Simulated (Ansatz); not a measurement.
# BaAgS3 (cubic perovskite) (Pm-3m): how robust is the cRPA U?

Aim: hold the target of a cRPA run on BaAgS3 (cubic perovskite) (Pm-3m) and move one thing at a time.

Program: Ansatz 0.2.0. Level of theory: constrained RPA on PBEsol, plane waves, PAW. Results are calculated unless marked as measured.

The structure was built from a prototype and need not be the compound's stable phase.

## 1. The structure

The structure is cubic, space group Pm-3m (No. 221). The conventional cell has a = 4.843 Å, b = 4.843 Å, c = 4.843 Å, α = 90.00°, β = 90.00°, γ = 90.00°. Nearest to Ba lie 12 S at 3.42 Å. Nearest to Ag lie 6 S at 2.42 Å. S has 2 Ag at 2.42 Å and 4 Ba at 3.42 Å nearest. Farther neighbours and most contacts between anions are not listed.

The structure was relaxed with PBEsol. The structure type comes from a generator and need not be one that this composition takes. The structure was generated from a model, not taken from a measurement. The runs that relaxed it are not among those shown. The program's search for lower electronic states was switched off, so nothing shows that the state found is the lowest. Spin-orbit coupling is left out unless a step names it. The default PAW set here is soft_2. Its files were made with PBE.

## 2. Base: Ag d + anion p, bands v13 to c1, 4×4×4 mesh, medium accuracy

Constrained RPA screens the interaction with every transition except those inside the target bands, which a later many-body model would treat itself.

File input.yaml:

```yaml
crystal:
  lattice:
    - [0.0, -4.84262553, 0.0]
    - [0.0, 0.0, 4.84262553]
    - [-4.84262553, 0.0, 0.0]
  atoms:
    - { symbol: Ba, position: [0.0, 0.0, 0.0] }
    - { symbol: Ag, position: [0.5, 0.5, 0.5] }
    - { symbol: S, position: [0.5, 0.5, 0.0] }
    - { symbol: S, position: [0.5, 0.0, 0.5] }
    - { symbol: S, position: [0.0, 0.5, 0.5] }
kpoints:
  mp_grid: { grid: [6, 6, 6] }
hamiltonian:
  xc: pbesol
scf:
  occupations: { method: gaussian, width: 0.08 }
  n_extra_bands: 19
  max_iter: 150
  lower_state_search: "off"
output:
  crpa:
    kmesh: [4, 4, 4]
    target_bands: [v13, c1]
    projections: [{ species: Ag, l: d, shell: 4 }, { species: S, l: p, shell: 3 }]
  local_orbitals:
    kmesh: [8, 8, 8]
    orbitals: [{ species: Ag, l: d, shell: 4 }, { species: S, l: p, shell: 3 }]
    window: { bands: [v13, c1] }
    seedname: lo
```

On the command line:

```bash
ansatz run input.yaml --threads 4 --pin off --max-ram 9216MiB --backend cpu --events-out ev --progress --plain --runs-dir out
```

Numbers of over 12 decimals in the logs are rounded to 6 here.

Output:

```text
scf.n_extra_bands = 19 over 24 filled bands (N_el = 47.0): the run solves 43 bands
Engine: ansatz 0.2.0, x86_64-unknown-linux-gnu
Pseudopotentials: kind: paw
Pseudopotential: Ba, paw, valence charge 10, recommended cutoff 420 eV (normal), Ba.paw.azcp
Pseudopotential: Ag, paw, valence charge 19, recommended cutoff 420 eV (normal), Ag.paw.azcp
Pseudopotential: S, paw, valence charge 6, recommended cutoff 420 eV (normal), S.paw.azcp
Functional definition: PBEsol
  exchange = pbesol_x
  correlation = pbesol_c
Crystal: 5 atoms, lattice volume = 113.565 Å³
Basis set: ecut = 420 eV, 2205 PW (Γ)
Bands: 43, of which v1, the nominal top of the filled ones, is band 24 counted from 1 (23 counted from 0)
Symmetry: 48 space group operations
Space group: Pm-3m (ITA 221), of the structure as read, at distance tolerance 4.8e-5 Å
k-points: 20 of 216
Non-local potential: Ba, projectors of the file, l = 0: 3, l = 1: 2, l = 2: 2, l = 3: 2
Non-local potential: Ag, projectors of the file, l = 0: 3, l = 1: 2, l = 2: 2, l = 3: 1
Non-local potential: S, projectors of the file, l = 0: 2, l = 1: 2, l = 2: 2
PAW form: soft (Blöchl's): semilocal exchange-correlation on the pseudo side does not see the compensation charge
PAW frozen core: Ba, regenerated for the run's functional, and the local potential with it (the file was generated under x = pbe(κ = 0.804, μ = 0.219515), c = pbe(β = 0.066725))
PAW frozen core: Ag, regenerated for the run's functional, and the local potential with it (the file was generated under x = pbe(κ = 0.804, μ = 0.219515), c = pbe(β = 0.066725))
PAW frozen core: S, regenerated for the run's functional, and the local potential with it (the file was generated under x = pbe(κ = 0.804, μ = 0.219515), c = pbe(β = 0.066725))
PAW one-centre angular grid: Ba, 194 points (default); XC on 64 Gauss nodes
PAW one-centre angular grid: Ag, 590 points (default); XC on 64 Gauss nodes
PAW one-centre angular grid: S, 110 points (default); XC on 64 Gauss nodes
Initial density: superposition of atomic densities (neutral atoms: chi_scale 0, normalization atom), corrected by the library's trained network
Initial wavefunctions: pseudopotential atomic-orbital guess
Functional: x = pbesol(κ = 0.804, μ = 0.123457), c = pbesol(β = 0.046)
SCF iter   1: F=—  HF=-16042.765064 eV  |F-HF|=—  |Δ(HF+E_count)|=         —  Δρ=5.22e-3  dr2=4.94e-2  ethr=1.77e-3  ⟨swp⟩=7.2  Hψ=4424  notcnv=0  defer=150
preconditioner: auto → Kerker (q_TF=auto, 2.355 Å⁻¹)  [metal: Δε(μ)=0.015 eV  Ē_g=13.119 eV  σ=0.080 eV  W_gap=0.11  n_scr=26 (ndim 8)  ℏωp=21.2 eV  f_vac=0.000  D(μ)=6.48/eV (n_scr^D=80)]
SCF iter   2: F=—  HF=-16042.755983 eV  |F-HF|=—  |Δ(HF+E_count)|=   9.08e-3  Δρ=3.57e-3  dr2=2.88e-2  ethr=1.05e-4  ⟨swp⟩=1.9  Hψ=1130  notcnv=0  defer=195
[...]
Fermi energy:    8.246246 eV
--- Per-component energies (eV) ---
  E_band       = -405.764788
  E_kinetic    = 1012.774764
  E_local      = -4383.801322  (includes V_loc(G=0)·N_el)
  E_nonlocal   = 226.258760
  E_hartree    = 1915.377607
  E_xc         = -638.878984
  E_vxc        = -632.096880  (∫ρ·V_xc dr)
  E_paw        = -10725.376325  (= ΣΔE_a)
  E_vpaw       = -459.649600  (= ΣTr[D̂ρ^β])
  E_aug_tail   = 0.000298  (compensation charges beyond the density's cutoff)
  E_ewald      = -3449.741558
  E_core_change = 0.660020  (= ΣΔE_core)
  E_smearing   = -0.020761  (= −TS)
  E_closure    = 0.000000  (closes the sum)
  Σ components = -16042.747499   (vs F -16042.747499, Δ=0.00e0)
--- Band table (eV; the first three rows and the last of 20) ---
  k-point 0: bands = [... 20 lower, 7.2868, 7.2868, 8.1410, 8.1410, 8.1410, 11.0313, 11.4303, 11.4303, ... 15 higher]
  k-point 1: bands = [... 20 lower, 7.2647, 7.2647, 7.8609, 8.0571, 8.0571, 11.5274, 11.8019, 11.9603, ... 15 higher]
  k-point 2: bands = [... 20 lower, 7.3216, 7.3216, 7.4742, 7.8332, 7.8332, 12.4345, 12.8051, 13.0758, ... 15 higher]
  k-point 19: bands = [... 20 lower, 8.6375, 8.6375, 8.6375, 10.7543, 10.7543, 12.7802, 12.7802, 12.7802, ... 15 higher]
--- cRPA (band scheme, projected local orbitals): target bands 12..25 (1-based), 14 Wannier function(s), 4×4×4 mesh, 50 bands' worth read of 55 solved, ecut_chi 136.0 eV, v(q+G=0) probe_charge, pair densities all_electron ---
  bands read: the sum over 50 bands ends inside a degenerate multiplet in 8 slots, whose members it reads at an even weight; the widest, k=0: bands 49 to 51 (counted from 1) at 2/3 each
  χ-basis size per q: N_G = 388..437
  window electrons = 25.0000, filled by tetrahedron_uncorrected; constrained ε̄⁻¹(q = 0, 0) head = 0.254789; min gauge Gram eig = 0.6347
  Kanamori averages over each shell's own Wannier functions (sites counted from 0, functions from 1):
  Each shell's averages of U are screened by what lies outside the whole window alone: parameters of one model of all the shells.
    Site 1, 4D, 5 of 5 d orbitals (Wannier functions 1, 2, 3, 4, 5; wannier90's mr 1, 2, 3, 4, 5):
      screened: U = 6.4719 eV, U' = 5.3698 eV, J = 0.5476 eV
      screened, to within: U = 7.8e-3 eV, U' = 7.8e-3 eV, J = 7.7e-4 eV
      bare: V = 18.6170 eV, V' = 17.1884 eV, J = 0.7062 eV
    Site 2, 3P, 3 of 3 p orbitals (Wannier functions 6, 7, 8; wannier90's mr 1, 2, 3):
      screened: U = 4.2290 eV, U' = 3.3819 eV, J = 0.4056 eV
      screened, to within: U = 4.7e-3 eV, U' = 4.7e-3 eV, J = 5.9e-4 eV
      bare: V = 11.7111 eV, V' = 10.4233 eV, J = 0.6131 eV
    Site 3, 3P, 3 of 3 p orbitals (Wannier functions 9, 10, 11; wannier90's mr 1, 2, 3):
      screened: U = 4.2290 eV, U' = 3.3819 eV, J = 0.4056 eV
      screened, to within: U = 4.7e-3 eV, U' = 4.7e-3 eV, J = 5.9e-4 eV
      bare: V = 11.7111 eV, V' = 10.4233 eV, J = 0.6131 eV
    Site 4, 3P, 3 of 3 p orbitals (Wannier functions 12, 13, 14; wannier90's mr 1, 2, 3):
      screened: U = 4.2290 eV, U' = 3.3819 eV, J = 0.4056 eV
      screened, to within: U = 4.7e-3 eV, U' = 4.7e-3 eV, J = 5.9e-4 eV
      bare: V = 11.7111 eV, V' = 10.4233 eV, J = 0.6131 eV
  Hermiticity witness max|P − P†| over intra, direct and exchange elements: 1.24e-14 eV (screened), 1.78e-15 eV (bare)
  Reality witness max|Im| over intra, direct and exchange elements: 1.05e-8 eV (screened), 3.26e-12 eV (bare)
[key lines of the parts left out:]
SCF converged after 8 iterations
Free energy (F): -16042.747499 eV
```

Elapsed: 15 min, on 4 threads of AMD EPYC 7R43, shared host; peak memory 1 GiB.

This step gave:

- U: 6.472 eV
- U prime (inter-orbital): 5.370 eV
- J: 0.5476 eV
- bare V: 18.62 eV
- bare J: 0.7062 eV
- stated bound on U: 0.007715 eV
- U over bare V: 0.3476
- electrons in the window: 25.00
- head of the constrained inverse dielectric matrix: 0.2548
- least eigenvalue of the projection's overlap: 0.6347
- target functions: 14
- bands in the sums: 50
- r.m.s. miss of the model bands: 3.32e-4 eV
- width of the target bands: 8.905 eV
- weight of the projected orbitals in the window: 0.9411

On the Ag d shell, screening brings the on-site interaction from 18.6 eV down to U = 6.47 eV.

## 3. Changed: 2×2×2 mesh

input.yaml, the sections that differ from step 2:

```yaml
output:
  crpa:
    kmesh: [2, 2, 2]
    target_bands: [v13, c1]
    projections: [{ species: Ag, l: d, shell: 4 }, { species: S, l: p, shell: 3 }]
# crystal, kpoints, hamiltonian, scf: as in step 2
```

Output:

```text
[...]
Crystal: 5 atoms, lattice volume = 113.565 Å³
Basis set: ecut = 420 eV, 2205 PW (Γ)
Bands: 43, of which v1, the nominal top of the filled ones, is band 24 counted from 1 (23 counted from 0)
[... 1 set-up line as in the run before ...]
[...]
k-points: 20 of 216
[...]
SCF iter   1: F=—  HF=-16042.765064 eV  |F-HF|=—  |Δ(HF+E_count)|=         —  Δρ=5.22e-3  dr2=4.94e-2  ethr=1.77e-3  ⟨swp⟩=7.2  Hψ=4424  notcnv=0  defer=150
[...]
SCF iter   8: F=-16042.747499 eV  HF=-16042.747499 eV  |F-HF|=9.00e-10  |Δ(HF+E_count)|=   1.86e-7  Δρ=2.48e-6  dr2=9.22e-9  ethr=2.13e-10  ⟨swp⟩=10.0  Hψ=4636  notcnv=0
SCF 1 converged in 8 iterations: F = -16042.747499 eV  dr2 = 9.22e-9
[...]
NSCF: frozen V_eff on 4 k-points
[...]
cRPA screening: q 1/8
cRPA screening: q 2/8
cRPA screening: q 5/8 (q-point 4)
cRPA screening: q 8/8
SCF converged after 8 iterations
Free energy (F): -16042.747499 eV
[...]
χ-basis size per q: N_G = 388..437
[...]
screened: U = 6.3438 eV, U' = 5.2359 eV, J = 0.5501 eV
      screened, to within: U = 6.9e-3 eV, U' = 6.9e-3 eV, J = 8.1e-4 eV
      bare: V = 18.7429 eV, V' = 17.3076 eV, J = 0.7102 eV
    Site 2, 3P, 3 of 3 p orbitals (Wannier functions 6, 7, 8; wannier90's mr 1, 2, 3):
      screened: U = 4.2099 eV, U' = 3.3475 eV, J = 0.4124 eV
      screened, to within: U = 4.5e-3 eV, U' = 4.5e-3 eV, J = 6.1e-4 eV
      bare: V = 11.9413 eV, V' = 10.6367 eV, J = 0.6201 eV
    Site 3, 3P, 3 of 3 p orbitals (Wannier functions 9, 10, 11; wannier90's mr 1, 2, 3):
      screened: U = 4.2099 eV, U' = 3.3475 eV, J = 0.4124 eV
      screened, to within: U = 4.5e-3 eV, U' = 4.5e-3 eV, J = 6.1e-4 eV
      bare: V = 11.9413 eV, V' = 10.6367 eV, J = 0.6201 eV
    Site 4, 3P, 3 of 3 p orbitals (Wannier functions 12, 13, 14; wannier90's mr 1, 2, 3):
      screened: U = 4.2099 eV, U' = 3.3475 eV, J = 0.4124 eV
      screened, to within: U = 4.5e-3 eV, U' = 4.5e-3 eV, J = 6.1e-4 eV
      bare: V = 11.9413 eV, V' = 10.6367 eV, J = 0.6201 eV
[...]
[key lines of the parts left out:]
Fermi energy:    8.246246 eV
```

The job ended after 75 s (4 threads; peak memory 0.93 GiB).

This step gave:

| Quantity | Value |
| --- | --- |
| U | 6.344 eV |
| U prime (inter-orbital) | 5.236 eV |
| J | 0.5501 eV |
| bare V | 18.74 eV |
| bare J | 0.7102 eV |
| stated bound on U | 0.006831 eV |
| U over bare V | 0.3385 |
| electrons in the window | 25 |
| head of the constrained inverse dielectric matrix | 0.2241 |
| least eigenvalue of the projection's overlap | 0.6347 |
| target functions | 14 |
| bands in the sums | 50 |
| width of the target bands | 8.905 eV |
| weight of the projected orbitals in the window | 0.9411 |

On the Ag d shell, screening brings the on-site interaction from 18.7 eV down to U = 6.34 eV.

## 4. Changed: smooth pair densities

Changes to input.yaml since step 3:

```diff
@@ -22,4 +22,5 @@
   crpa:
-    kmesh: [2, 2, 2]
+    kmesh: [4, 4, 4]
     target_bands: [v13, c1]
     projections: [{ species: Ag, l: d, shell: 4 }, { species: S, l: p, shell: 3 }]
+    pair_densities: pseudo
```

Output:

```text
[...]
Crystal: 5 atoms, lattice volume = 113.565 Å³
Basis set: ecut = 420 eV, 2205 PW (Γ)
Bands: 43, of which v1, the nominal top of the filled ones, is band 24 counted from 1 (23 counted from 0)
[... 1 set-up line as in the run before ...]
[...]
k-points: 20 of 216
[...]
screened, sum over states alone: U = 4.6669 eV, U' = 3.5940 eV, J = 0.5151 eV
      bare: V = 11.7111 eV, V' = 10.4233 eV, J = 0.6131 eV
    Site 4, 3P, 3 of 3 p orbitals (Wannier functions 12, 13, 14; wannier90's mr 1, 2, 3):
      screened: U = 4.2355 eV, U' = 3.3833 eV, J = 0.4080 eV
      screened, to within: U = 2.1e-3 eV, U' = 2.1e-3 eV, J = 2.1e-4 eV
      screened, sum over states alone: U = 4.6669 eV, U' = 3.5940 eV, J = 0.5151 eV
      bare: V = 11.7111 eV, V' = 10.4233 eV, J = 0.6131 eV
[...]
[key lines of the parts left out:]
SCF converged after 8 iterations
Free energy (F): -16042.747499 eV
Fermi energy:    8.246246 eV
```

The job ended after 14 min (4 threads; peak memory 0.93 GiB; 47 min of CPU time).

This step gave:

* U: 6.529 eV
* U prime (inter-orbital): 5.360 eV
* J: 0.5811 eV
* bare V: 18.62 eV
* bare J: 0.7062 eV
* stated bound on U: 0.004069 eV
* U over bare V: 0.3507
* electrons in the window: 25.00
* head of the constrained inverse dielectric matrix: 0.2550
* least eigenvalue of the projection's overlap: 0.6347
* target functions: 14
* bands in the sums: 50
* width of the target bands: 8.905 eV
* weight of the projected orbitals in the window: 0.9411

On the Ag d shell, screening brings the on-site interaction from 18.6 eV down to U = 6.53 eV.

## 5. Side by side

Times are wall times on 4 threads of AMD EPYC 7R43, shared host, good to a factor of about two.

```csv
run,bare V (eV),U (eV),J (eV),bound on U (eV),width (eV),time
target window,18.62,6.472,0.548,0.0077,8.90,15 min
2×2×2 mesh,18.74,6.344,0.550,0.0068,8.90,75 s
smooth pair densities,18.62,6.529,0.581,0.0041,8.90,14 min
```

## 6. What came out

- target window: U 6.47 eV, J 0.55 eV
- 2×2×2 mesh: U 6.34 eV, J 0.55 eV
- smooth pair densities: U 6.53 eV, J 0.58 eV

What this shows: 2×2×2 mesh moves U by −0.13 eV at 0.081 times the time. Smooth pair densities moves U by +0.06 eV. The printed bound covers the solver alone, not the mesh, and no denser mesh than the base was run. The parent state is non-magnetic and the interaction static (zero frequency); U depends on the window and the orbitals, so it belongs to this model alone. A window that holds the anion p bands defines a model with explicit ligands; its U belongs to that model and is not the U of DFT+U.

[Paths, hosts, dates, memory and timing lines, banners, echoed tables and standing remarks are left out of the program output.]

[Logs are printed without paths, hosts, clocks, repeated set-up lines and the standing remarks that a program may print on its own settings, such as how far it seeks lower states.]

[Runs of the session that timed out or met a known fault of the program may be left out.]

[Hosts, paths, dates, database ids (printed as entryN), source tags and the programs' standing remarks are cut or masked in the printed files.]
